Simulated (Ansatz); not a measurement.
**G0W0 on several functionals: SnO2 (Cassiterite)**

How much of the starting functional survives in the G0W0 gap of SnO2 (Cassiterite)?

Program: Ansatz 0.2.0. Level of theory: G0W0 on several functionals, plane waves, PAW. Results are calculated unless marked as measured.

## Step 1: Starting point

It takes space group P4_2/mnm (No. 136, tetragonal). The conventional cell has a = 4.738 Å, b = 4.738 Å, c = 3.187 Å, α = 90.00°, β = 90.00°, γ = 90.00°. Nearest to Sn lie 6 O at 2.05 to 2.06 Å. Nearest to O lie 3 Sn at 2.05 to 2.06 Å. Farther neighbours and most contacts between anions are not listed.

The cell and positions come from the Crystallography Open Database and are kept as given unless a step says otherwise. The default PAW set here is soft_1. Its files were made with PBE; for other functionals the partial waves and projectors stay those of PBE.

## Step 2: G0W0 on LDA

G0W0 replaces the xc potential by the self-energy, built once from these orbitals. Only a window of levels is corrected, while the sums run over the empty bands that the input names.

This step: G0W0 on LDA, plane waves, PAW.

Input file input.yaml:

```yaml
crystal:
  lattice:
    - [4.738, 0.0, 0.0]
    - [0.0, 4.738, 0.0]
    - [0.0, 0.0, 3.1865]
  atoms:
    - { symbol: Sn, position: [0.0, 0.0, 0.0] }
    - { symbol: Sn, position: [0.5, 0.5, 0.5] }
    - { symbol: O, position: [0.3071, 0.3071, 0.0] }
    - { symbol: O, position: [0.1929, 0.8071, 0.5] }
    - { symbol: O, position: [0.6929, 0.6929, 0.0] }
    - { symbol: O, position: [0.8071, 0.1929, 0.5] }
kpoints:
  mp_grid: { grid: [4, 4, 6] }
hamiltonian:
  xc: lda
  pseudopotentials: { kind: paw, azcp: { folder: "./paw" } }
scf:
  occupations: { method: fixed }
gw:
  n_empty_bands: 566
  ecut_chi: 230.0
  qp_bands: [v2, c2]
  qp_kpoints: band_edges
  screening: { model: contour_deformation }
```

On the command line:

```sh
ansatz run input.yaml --threads 3 --pin off --max-ram 92160MiB --backend cuda --events-out ev --progress --plain --runs-dir out --devices 1 --max-vram 13GiB
```

Numbers of over 12 decimals in the logs are rounded to 6 here.

The log of the run:

```text
Warning: <dir> the record states the generating functional pbe (its physics header spells it `PBE`), which answers neither for hamiltonian.xc's functional nor for the lda family's — results may be inconsistent (PPs are generated against a specific XC)
Warning: <dir> the record states the generating functional pbe (its physics header spells it `PBE`), which answers neither for hamiltonian.xc's functional nor for the lda family's — results may be inconsistent (PPs are generated against a specific XC)
GPUs: using 1 of 1 available (devices: 1).
Engine: ansatz 0.2.0, x86_64-unknown-linux-gnu
Pseudopotentials: kind: paw
Pseudopotential: Sn, paw, valence charge 14, recommended cutoff 420 eV (normal), <dir>
Pseudopotential: O, paw, valence charge 6, recommended cutoff 420 eV (normal), <dir>
Functional definition: SPW92
  exchange = slater_x
  correlation = pw_c
device memory: the entry about to start is reckoned to put 0.9 GiB on a device that reports 47.5 GiB free (of which the cap on the GPU budget leaves the run 13.0 GiB)
GPU FFT provider: cuFFT
GPU libraries: cuBLAS 13.8.2, cuFFT 12.4.0, cuSOLVER 12.3.4
Crystal: 6 atoms, lattice volume = 71.533 Å³
Basis set: ecut = 420 eV, 1411 PW (Γ)
Bands: 32, of which v1, the nominal top of the filled ones, is band 26 counted from 1 (25 counted from 0)
Symmetry: 16 space group operations
Space group: P42/mnm (ITA 136), of the structure as read, at distance tolerance 4.2e-5 Å
k-points: 24 of 96
Non-local potential: Sn, projectors of the file, l = 0: 2, l = 1: 2, l = 2: 2, l = 3: 1
Non-local potential: O, projectors of the file, l = 0: 2, l = 1: 2, l = 2: 1
PAW form: soft (Blöchl's): semilocal exchange-correlation on the pseudo side does not see the compensation charge
PAW frozen core: Sn, regenerated for the run's functional, and the local potential with it (the file was generated under x = pbe(κ = 0.804, μ = 0.219515), c = pbe(β = 0.066725))
PAW frozen core: O, regenerated for the run's functional, and the local potential with it (the file was generated under x = pbe(κ = 0.804, μ = 0.219515), c = pbe(β = 0.066725))
PAW one-centre angular grid: Sn, 590 points (default); XC on 64 Gauss nodes
PAW one-centre angular grid: O, 110 points (default); XC on 64 Gauss nodes
Initial density: superposition of atomic densities (chi_scale 0.1, normalization cell, long waves kept (reshape's long-wave potential 0.00 eV rms))
Initial wavefunctions: pseudopotential atomic-orbital guess
GPU buffer pool allocated for 24576 grid points (all kernels)
GPU transforms: local potential and band sums: pruned to the plane-wave sphere, on 32×32×24
Functional: x = slater, c = lda
SCF iter   1: F=—  HF=-13981.254502 eV  |F-HF|=—  |Δ(HF+E_count)|=         —  Δρ=6.92e-2  dr2=2.59e0  ethr=3.10e-3  ⟨swp⟩=4.0  Hψ=2980  notcnv=0  defer=94
preconditioner: auto → Resta (q_TF=auto, 2.587 Å⁻¹)  ε∞=3.5  [insulator: Δε(μ)=1.575 eV  Ē_g=19.954 eV  n_scr=18 (ndim 8)  ℏωp=31.7 eV  f_vac=0.000  ε∞_Penn≈3.5]
SCF iter   2: F=—  HF=-13980.660503 eV  |F-HF|=—  |Δ(HF+E_count)|=   5.94e-1  Δρ=3.40e-2  dr2=4.35e-1  ethr=3.10e-3  ⟨swp⟩=2.9  Hψ=1583  notcnv=0  defer=94
SCF iter   3: F=—  HF=-13980.553346 eV  |F-HF|=—  |Δ(HF+E_count)|=   1.07e-1  Δρ=1.04e-2  dr2=7.06e-2  ethr=8.37e-4  ⟨swp⟩=3.0  Hψ=1323  notcnv=0  defer=96
SCF iter   4: F=—  HF=-13980.535733 eV  |F-HF|=—  |Δ(HF+E_count)|=   1.76e-2  Δρ=1.90e-3  dr2=1.84e-3  ethr=1.36e-4  ⟨swp⟩=2.0  Hψ=1027  notcnv=0  defer=96
SCF iter   5: F=—  HF=-13980.536006 eV  |F-HF|=—  |Δ(HF+E_count)|=   2.73e-4  Δρ=5.75e-4  dr2=1.68e-4  ethr=3.54e-6  ⟨swp⟩=2.6  Hψ=1161  notcnv=0  defer=96
SCF iter   6: F=—  HF=-13980.536036 eV  |F-HF|=—  |Δ(HF+E_count)|=   3.04e-5  Δρ=7.05e-5  dr2=2.60e-6  ethr=3.23e-7  ⟨swp⟩=2.5  Hψ=1131  notcnv=0  defer=79
SCF iter   7: F=-13980.536036 eV  HF=-13980.536036 eV  |F-HF|=3.32e-9  |Δ(HF+E_count)|=   2.05e-7  Δρ=8.90e-6  dr2=6.65e-8  ethr=1.92e-10  ⟨swp⟩=8.3  Hψ=3650  notcnv=0
SCF 1 converged in 7 iterations: F = -13980.536036 eV  dr2 = 6.65e-8
  greatest PAW one-centre occupation: 0.997 electrons in one spin orbital (limit 2), on the Sn atom at site 1 (counted from 0), in its partial waves of l = 2
device memory: the entry about to start is reckoned to put 1.0 GiB (of the 1.0 GiB reckoned in all, the device holds 0.1 GiB already) on a device that reports 47.1 GiB free (of which the cap on the GPU budget leaves the run 12.9 GiB)
NSCF: frozen V_eff on 24 k-points, pencils in batches of 32, up to order 128
the band table was solved once the SCF had ended and its energy, with any forces and stress, was formed, with the checks that follow a solve (3131 applications of the Hamiltonian). They found nothing against the state; the energy, forces and stress were not computed again (output.eigenvalues in the input reference)
device memory: the entry about to start is reckoned to put 4.5 GiB on a device that reports 46.7 GiB free (of which the cap on the GPU budget leaves the run 13.0 GiB)
NSCF: frozen V_eff on 24 k-points
G₀W₀ screening: q 1/24
[... further progress lines ...]
SCF converged after 7 iterations
Free energy (F): -13980.536036 eV
Harris-Foulkes:  -13980.536036 eV  (|F-HF|=3.32e-9)
Internal energy: -13980.536036 eV  (E = F + TS)
E sigma→0 (E₀):  -13980.536036 eV
Fermi energy:    9.195688 eV
--- Per-component energies (eV) ---
  E_band       = -129.292865
  E_kinetic    = 1016.744508
  E_local      = -3173.225419  (includes V_loc(G=0)·N_el)
  E_nonlocal   = 518.386963
  E_hartree    = 1436.797779
  E_xc         = -529.892483
  E_vxc        = -523.022150  (∫ρ·V_xc dr)
  E_paw        = -9067.737075  (= ΣΔE_a)
  E_vpaw       = -841.772157  (= ΣTr[D̂ρ^β])
  E_aug_tail   = 0.004001  (compensation charges beyond the density's cutoff)
  E_ewald      = -4182.851779
  E_core_change = 1.237468  (= ΣΔE_core)
  E_smearing   = -0.000000  (= −TS)
  E_closure    = -0.000000  (closes the sum)
  Σ components = -13980.536036   (vs F -13980.536036, Δ=0.00e0)
--- Band table (eV; the first three rows and the last of 24) ---
  k-point 0: bands = [... 22 lower, 7.9417, 8.3984, 8.3984, 9.1957, 10.3352, 15.1099, 15.3133, 15.3133, ... 2 higher]
  k-point 1: bands = [... 22 lower, 7.0014, 8.4215, 8.4215, 8.9595, 11.8325, 15.6187, 16.4020, 16.4020, ... 2 higher]
  k-point 2: bands = [... 22 lower, 6.7278, 8.1876, 8.1876, 8.3252, 13.8573, 15.9276, 17.7698, 18.3727, ... 2 higher]
  k-point 23: bands = [... 22 lower, 8.2012, 8.2012, 8.3526, 8.3526, 13.9137, 13.9137, 17.8003, 17.8003, ... 2 higher]
--- G₀W₀: contour deformation, 7 samples at zero and on the imaginary axis and 2 off it, 96 q-points, 566 empty bands' worth ---
  eigenvalues of the whole cell's RPA ε∞ on this k-mesh (on a slab, of 1 + 4πα/V) = 4.5103, 4.5103, 4.7072; static W/v taken at q = 0 is 0.218572
  bands read: the sum over 592 bands ends inside a degenerate multiplet in 1 slot, whose members it reads at an even weight; the widest, k=2: bands 592 to 593 (counted from 1) at 1/2 each
  gw.qp_kpoints: band_edges: 11 of 24 stored k-points solved, in 1 pass; an edge of the gap read off the rows below is read off those points alone
    valence top: of the k-points left out ik 14 came nearest to being solved in a further pass, in band 26 (counted from 1, as in the quasiparticle table): it holds the edge there only if its correction is more favourable than any solved in that band by at least 0.596 eV; those differ by 0.219 eV
    conduction bottom: of the k-points left out ik 16 came nearest to being solved in a further pass, in band 27 (counted from 1, as in the quasiparticle table): it holds the edge there only if its correction is more favourable than any solved in that band by at least 3.330 eV; those differ by 0.570 eV
    ik  band        ε_KS         Σx   Σc(E_QP)       V_xc       Z   E_QP_lin       E_QP  E_QP is
     0    25      8.3984   -26.3503     4.6257   -20.8793  0.7452     7.5383     7.5532  root
     0    26      9.1957   -27.0914     4.9515   -21.2247  0.7463     8.2631     8.2804  root
     0    27     10.3352   -14.7429    -3.6415   -19.1677  0.8178    11.1249    11.1185  root
     0    28     15.1099   -12.2402    -4.9807   -18.4118  0.8000    16.3270    16.3009  root
     1    25      8.4215   -26.5393     4.6290   -21.0557  0.7459     7.5517     7.5670  root
     1    26      8.9595   -26.7655     4.9863   -20.8422  0.7451     8.0033     8.0224  root
     1    27     11.8325   -15.8740    -3.5596   -20.3218  0.8018    12.7305    12.7206  root
     1    28     15.6187   -13.2454    -5.1761   -19.7162  0.7859    16.9459    16.9134  root
     3    25      7.9197   -26.1905     5.1403   -20.0526  0.7380     6.8957     6.9221  root
     3    26      7.9197   -26.1905     5.1403   -20.0526  0.7380     6.8957     6.9221  root
     3    27     15.2151   -14.8380    -5.0564   -21.2447  0.7814    16.5981    16.5655  root
     3    28     15.2151   -14.8380    -5.0564   -21.2447  0.7814    16.5981    16.5655  root
     4    25      8.4382   -26.4412     4.6509   -20.9352  0.7455     7.5677     7.5831  root
     4    26      8.8997   -26.5895     4.8941   -20.7710  0.7459     7.9567     7.9751  root
     4    27     11.6322   -15.8830    -3.4090   -20.1247  0.8034    12.4731    12.4648  root
     4    28     14.6915   -13.1433    -4.7314   -19.0017  0.7960    15.8530    15.8184  root
     5    25      8.3916   -26.4962     4.6757   -20.9506  0.7454     7.5056     7.5217  root
     5    26      8.8213   -26.6634     4.9321   -20.8015  0.7449     7.8727     7.8915  root
     5    27     12.5571   -15.6883    -3.8240   -20.4831  0.7984    13.5419    13.5280  root
     5    28     15.2720   -14.0019    -4.9947   -20.2538  0.7833    16.5596    16.5292  root
     8    25      8.5435   -26.4628     4.7360   -20.8372  0.7457     7.6369     7.6539  root
     8    26      8.5435   -26.4628     4.7360   -20.8372  0.7457     7.6369     7.6539  root
     8    27     13.4815   -15.0622    -4.1680   -20.2751  0.7939    14.5479    14.5263  root
     8    28     13.4815   -15.0622    -4.1680   -20.2751  0.7939    14.5479    14.5263  root
[...]
17    25      8.4823   -26.5887     4.8115   -20.8664  0.7447     7.5533     7.5716  root
    17    26      8.4823   -26.5887     4.8115   -20.8664  0.7447     7.5533     7.5716  root
    17    27     14.0848   -14.9404    -4.5348   -20.6366  0.7909    15.2713    15.2461  root
    17    28     14.0848   -14.9404    -4.5348   -20.6366  0.7909    15.2713    15.2461  root
    23    25      8.3526   -26.5332     5.1457   -20.4104  0.7401     7.3525     7.3755  root
    23    26      8.3526   -26.5332     5.1457   -20.4104  0.7401     7.3525     7.3755  root
    23    27     13.9137   -13.4744    -4.6037   -19.2489  0.8063    15.1053    15.0846  root
    23    28     13.9137   -13.4744    -4.6037   -19.2489  0.8063    15.1053    15.0846  root
```

The job ended after 58 s (1 × NVIDIA H100 80GB HBM3 (shared by 6 runs) with 3 threads of AMD EPYC 7R13 (Zen 3), shared host; peak memory 2.8 GiB; 66 s of CPU time).

The column dr2 measures how far the density is from self-consistency, as an energy; F and HF (Harris–Foulkes) agree once it is small.

Numbers from this step:

```
bands summed                                 : 592
RPA ε∞ on this mesh (eigenvalues)            : 4.510, 4.510, 4.707
plane waves in the screening matrix          : 563
q-points in the mesh                         : 96
G0W0 gap on the mesh                         : 2.838 eV
k of the valence top                         : 0, 0, 0
k of the conduction bottom                   : 0, 0, 0
starting gap on the mesh                     : 1.139 eV
Z at the valence top                         : 0.7463
Z at the conduction bottom                   : 0.8178
least direct G0W0 gap on the computed points : 2.838 eV
```

The gap on the mesh goes from 1.14 eV to 2.84 eV, a correction of +1.70 eV. Between the two edge states, bare exchange in place of the xc potential would open the gap by 10.29 eV, and correlation takes back 8.59 eV.

(Part 1 of 2 ends here.)

[Paths, hosts, dates, memory and timing lines, banners, echoed tables and standing remarks are left out of the program output.]

[Logs are printed without paths, hosts, clocks, repeated set-up lines and the standing remarks that a program may print on its own settings, such as how far it seeks lower states.]

[Runs of the session that timed out or met a known fault of the program may be left out.]

[Cells called generated may have been cut or substituted from an entry of the Crystallography Open Database or the Materials Project.]

[Hosts, paths, dates, database ids (printed as entryN), source tags and the programs' standing remarks are cut or masked in the printed files.]
